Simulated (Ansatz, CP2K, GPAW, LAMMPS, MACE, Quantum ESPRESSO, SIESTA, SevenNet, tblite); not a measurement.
# Liquid Ge at 2600 K (66 atoms) in tblite

Wanted: tblite inputs and outputs for liquid Ge at 2600 K (66 atoms), checked against a plane-wave reference.

Program: tblite 0.8.0. Level of theory: the method is named at each step. Results are calculated unless marked as measured.

**1. The structure**

The cell holds 66 atoms: 66 Ge. Cell: a = 11.473 Å, b = 11.473 Å, c = 11.473 Å, α = 90.0°, β = 90.0°, γ = 90.0°. 66 atoms (66 Ge) placed at random at 5.27 g/cm³, melted at 3500 K for 10 ps at fixed volume with the Tersoff potential (Tersoff, Phys. Rev. B 39, 5566 (1989)). Snapshot at the end of a hold of 5 ps at 2600 K and fixed volume.

The yardstick, on the same geometry:

| Quantity | Value |
| --- | --- |
| method | Kohn-Sham DFT, PBE, PAW, plane waves (Ansatz 0.2.0); cutoff 420 eV, Γ point, fermi-dirac smearing of 0.05 eV; PAW set soft_2 |
| r.m.s. force component | 0.9003 eV/Å |
| longest force | 3.66 eV/Å |
| pressure | 4.681 GPa |
| SCF cycles | 10 |
| time | 46 s on 4 threads of Arm Neoverse V1, shared host |
| CPU time | 2.7 min |

**2. GFN1-xTB**

Method: GFN1-xTB tight binding, diagonalisation.

run.py reads:

```python
import numpy as np
from ase.io import read
from tblite.ase import TBLite

atoms = read("structure.xyz")
atoms.calc = TBLite(method="GFN1-xTB", electronic_temperature=580, accuracy=1.0, max_iterations=250, mixer_damping=0.1, verbosity=1)
energy = atoms.get_potential_energy()
forces = atoms.get_forces()
print(f"energy {energy:.6f} eV")
print("forces (eV/A)")
for i, (a, f) in enumerate(zip(atoms, forces)):
    print(f"{i:4d} {a.symbol:2s} {f[0]:10.5f} {f[1]:10.5f} {f[2]:10.5f}")
stress = -atoms.get_stress(voigt=False) * 160.21766
print("stress (GPa, compression positive)")
for row in stress:
    print(" ".join(f"{x:10.4f}" for x in row))
print("charges (e)")
print(np.array2string(atoms.get_charges(), precision=4, suppress_small=True, max_line_width=110, threshold=100000))
```

structure.xyz reads:

```xyz
66
Lattice="11.47290 0.00000 0.00000 0.00000 11.47290 0.00000 0.00000 0.00000 11.47290" Properties=species:S:1:pos:R:3 pbc="T T T"
Ge 0.44297 8.53354 11.40624
Ge 3.05420 0.62952 5.06207
Ge 1.34841 6.84680 1.32994
Ge 7.21014 7.37111 5.58420
Ge 0.16842 4.64939 1.50708
Ge 8.57003 2.10826 0.97829
Ge 5.98885 5.29210 1.07593
Ge 3.57909 4.12038 4.01356
Ge 5.18655 6.50640 7.59655
Ge 1.17781 3.60272 4.78844
Ge 1.73218 5.69549 6.11838
Ge 5.20548 9.80726 7.47689
Ge 6.58051 9.73980 5.35693
Ge 4.53443 2.08290 3.18098
Ge 10.07022 11.26077 4.04856
Ge 0.38755 10.71248 1.41472
Ge 6.33694 1.76797 7.52129
Ge 4.13403 7.98743 3.94243
Ge 10.36978 7.64875 10.01951
Ge 5.83420 11.20914 9.45023
Ge 7.12708 5.32756 8.12924
Ge 3.96687 2.06352 7.15725
Ge 4.21996 4.30762 8.77298
Ge 6.92390 4.51780 4.56966
Ge 1.90255 9.09686 9.67636
Ge 4.33010 8.16813 9.33779
Ge 9.74669 3.04514 8.51094
Ge 6.90531 7.66711 1.28680
Ge 6.30551 3.90801 10.57560
Ge 7.75924 0.49574 5.65167
Ge 9.83319 9.58297 2.33634
Ge 1.10404 8.90951 7.37845
Ge 9.33860 11.06240 7.64015
Ge 1.97609 3.80292 9.71479
Ge 3.61178 6.05586 1.99032
Ge 8.48949 9.05453 9.04592
Ge 10.52822 3.96894 3.61385
Ge 9.18165 7.05962 1.70028
Ge 1.93433 1.56215 8.67214
Ge 1.69133 8.44991 3.50325
Ge 3.61305 1.95028 0.50148
Ge 9.61773 5.78991 11.41129
Ge 0.04991 4.46456 7.94556
Ge 3.10732 0.16659 10.11933
Ge 7.98216 3.87382 6.76740
Ge 10.79107 0.97015 9.18383
Ge 1.27177 2.81751 0.31000
Ge 3.82105 10.95628 1.59863
Ge 6.73425 2.09139 3.89987
Ge 11.40360 7.02428 4.73418
Ge 8.69852 3.75887 10.40741
Ge 5.86896 9.63506 2.69877
Ge 5.95042 1.59657 11.39511
Ge 11.14627 7.06822 7.66722
Ge 6.46578 9.02917 10.50103
Ge 10.77236 1.23058 0.28992
[... 6 atom lines left out ...]
Ge 8.84893 7.04987 7.37535
Ge 7.99845 10.97383 1.65738
Ge 9.19771 2.05950 3.46837
Ge 1.97862 10.98565 3.13692
```

Run with:

```sh
> OMP_NUM_THREADS=1 python run.py > output.txt
```

Output:

```text
------------------------------------------------------------
  cycle        total energy    energy error   density error
------------------------------------------------------------
      1     -106.8607578681  -1.0677262E+02   3.2927545E-01
      2     -110.0482241394  -3.1874663E+00   2.3411343E-01
      3     -109.7822450576   2.6597908E-01   2.0792750E-01
      4     -110.6434250749  -8.6118002E-01   1.8279722E-01
      5     -110.5131881753   1.3023690E-01   1.1540612E-01
      6     -110.8292685787  -3.1608040E-01   2.1846776E-02
      7     -110.8616626100  -3.2394031E-02   1.1511558E-02
      8     -110.8659934961  -4.3308861E-03   8.4542117E-03
      9     -110.8667650136  -7.7151747E-04   5.9551938E-03
     10     -110.8673560369  -5.9102335E-04   2.3275988E-03
     11     -110.8675323542  -1.7631725E-04   8.5610714E-04
     12     -110.8675652879  -3.2933783E-05   5.8827535E-04
     13     -110.8675677402  -2.4522889E-06   4.7031735E-04
     14     -110.8675670180   7.2225072E-07   2.3647838E-04
     15     -110.8675684594  -1.4414278E-06   1.3158022E-04
     16     -110.8675693476  -8.8821257E-07   9.2198192E-05
     17     -110.8675693828  -3.5189530E-08   7.1964405E-05
     18     -110.8675693959  -1.3055370E-08   2.2306306E-05
     19     -110.8675694067  -1.0811277E-08   1.6536767E-05
------------------------------------------------------------
 total:                                   6.854 sec
energy -3016.860229 eV
forces (eV/A)
   0 Ge    1.06331    1.24548    1.45041
   1 Ge    0.16766    0.00265    0.55859
   2 Ge    0.80219   -0.40629    1.16464
   3 Ge    0.60564    0.71973   -0.11983
   4 Ge   -0.35818    0.74118   -0.73087
   5 Ge    0.10802   -0.19741    0.03910
   6 Ge   -0.41378    0.47690    0.27906
   7 Ge   -0.64527    0.39906   -0.29242
   8 Ge   -1.19976   -0.10287    0.15173
   9 Ge    0.52522   -0.19890    0.06501
  10 Ge   -0.78197   -0.62674   -0.14843
  11 Ge   -0.62324   -0.45293   -0.19876
  12 Ge   -0.07112    0.01646   -0.00182
  13 Ge   -1.09098   -0.41428   -0.51998
  14 Ge   -0.57335    0.21870    0.49877
  15 Ge   -1.32064   -0.19307   -0.71281
  16 Ge    0.27094   -0.33119   -0.38191
  17 Ge   -0.18852    0.05993   -0.13888
  18 Ge   -1.63822   -0.80876   -1.08450
  19 Ge   -0.63682    1.02456    0.16824
  20 Ge   -0.07529    2.79479    3.41980
  21 Ge    0.15012    0.66690    0.08009
  22 Ge    0.12877   -0.29972   -0.11294
  23 Ge    0.66687   -0.70196   -0.04387
[...]
58 Ge   -0.34581    0.36739    0.10637
  59 Ge    0.24379    0.34451    0.03916
  60 Ge   -0.04553    0.03640    0.58727
  61 Ge    0.63686    1.16705   -0.80464
  62 Ge   -1.76512    0.71205    0.54910
  63 Ge   -0.51539   -0.16236   -0.05998
  64 Ge   -0.68502   -0.63298   -1.12037
  65 Ge    0.10348   -0.46447   -0.03416
stress (GPa, compression positive)
    4.9219    -0.3036     0.3274
   -0.3036     3.8639     1.2468
    0.3274     1.2468     5.9981
charges (e)
[ 0.0208  0.0572 -0.1007  0.0504 -0.0339  0.0373 -0.077  -0.012   0.0065 -0.0176  0.0061 -0.0472  0.0184
 -0.03    0.0757  0.0151  0.0228 -0.0144  0.0272  0.0301 -0.0037 -0.0216  0.0607  0.0636  0.0045  0.0277
 -0.0212  0.0021 -0.0558 -0.0183 -0.1066 -0.0136 -0.0261 -0.1189  0.0707 -0.0706  0.0226 -0.0117 -0.0421
 -0.0092  0.0563 -0.0819  0.0341 -0.0122 -0.0636  0.0002  0.0259 -0.0617 -0.0492  0.0886  0.0392  0.0232
  0.1056  0.0213  0.0395 -0.0352 -0.0098 -0.014   0.0317  0.0253  0.151   0.0209 -0.0539 -0.0256  0.0219
 -0.0452]
```

The job ended after 7.5 s (1 thread of Arm Neoverse V1, shared host; peak memory 0.14 GiB).

Banners, paths, timers and routine set-up lines are dropped from the logs unmarked, and long logs keep their key lines alone; longer cuts are marked.

Against the reference:

* r.m.s. force component: 0.8267 eV/Å
* r.m.s. difference of force components: 328.7 meV/Å
* longest difference of force vectors: 1238 meV/Å
* force difference over r.m.s. force: 36.51 %
* slope of forces against the reference's: 0.855
* correlation of force components: 0.9311
* pressure: 4.928 GPa
* pressure difference: 0.2473 GPa

A closer look about Ge50, picked at random: 12 atoms, nearest first, numbered in the order of the input, with positions taken from that point.

```tsv
atom	x	y	z	distance (Å)	bonds	Mulliken charge (e)	Fx	Fy	Fz (eV/Å)
Ge50	0.00	0.00	0.00	0.00	4	0.09	0.79	0.17	0.42
Ge58	-2.25	-0.77	-0.63	2.46	5	-0.01	-0.42	-0.55	-0.73
Ge40	1.76	1.43	-1.23	2.58	4	-0.01	-0.24	-0.64	-0.48
Ge11	1.80	-1.33	1.38	2.63	4	0.01	-0.78	-0.63	-0.15
Ge54	-0.26	0.04	2.93	2.94	6	0.02	0.35	-1.37	0.34
Ge37	-0.88	-3.06	-1.12	3.37	5	0.02	0.62	1.09	-0.02
Ge32	1.17	1.89	2.64	3.45	4	-0.01	1.16	1.32	-0.30
Ge10	1.25	-3.42	0.05	3.64	4	-0.02	0.53	-0.20	0.07
Ge63	-2.55	0.03	2.64	3.67	4	-0.05	-1.77	0.71	0.55
Ge3	1.42	-0.18	-3.40	3.69	4	-0.10	0.80	-0.41	1.16
Ge38	-2.22	0.04	-3.03	3.76	4	-0.01	-0.85	1.87	2.84
Ge31	-1.57	2.56	-2.40	3.84	4	-0.11	0.28	-0.12	-0.26
```

Atoms are counted from 1 here, from 0 in the log.

Forces lie 37 % from the reference's, at 0.047 times its CPU time (on 1 against 4 cores).

**3. Outcome**

| Quantity | Value |
| --- | --- |
| force difference from the reference | tblite GFN1-xTB, 37 % |
| its CPU time | 7.5 s |

In words: Tight binding differs by 37 % (tblite GFN1-xTB); it is another model, with fitted parameters of its own, and the xTB methods hold dispersion. One electronic-structure run takes under half the reference's CPU time: tblite GFN1-xTB, at 37 % in 7.5 s against 2.7 min. Periodic xTB results under one method name differ between programs and library versions. The frame stands for 2600 K, but pressures are static and levels are smeared at 580 K, under the temperature of the frame, which matters where levels are partly filled. The network of bonds at the start is that of the classical potential that made the cell, and needn't be the one that DFT or experiment would give. The electronic-structure runs sample only Γ, in a cell whose shortest periodic width is 11 Å, which is coarse for a cell with partly filled levels.

[Also dropped from logs without a mark: logging warnings of Python, and SIESTA's first energy breakdown and zero terms.]

[Logs are printed without paths, hosts, clocks, repeated set-up lines and the standing remarks that a program may print on its own settings, such as how far it seeks lower states.]

[Hosts, paths, dates, database ids (printed as entryN), source tags and the programs' standing remarks are cut or masked in the printed files.]
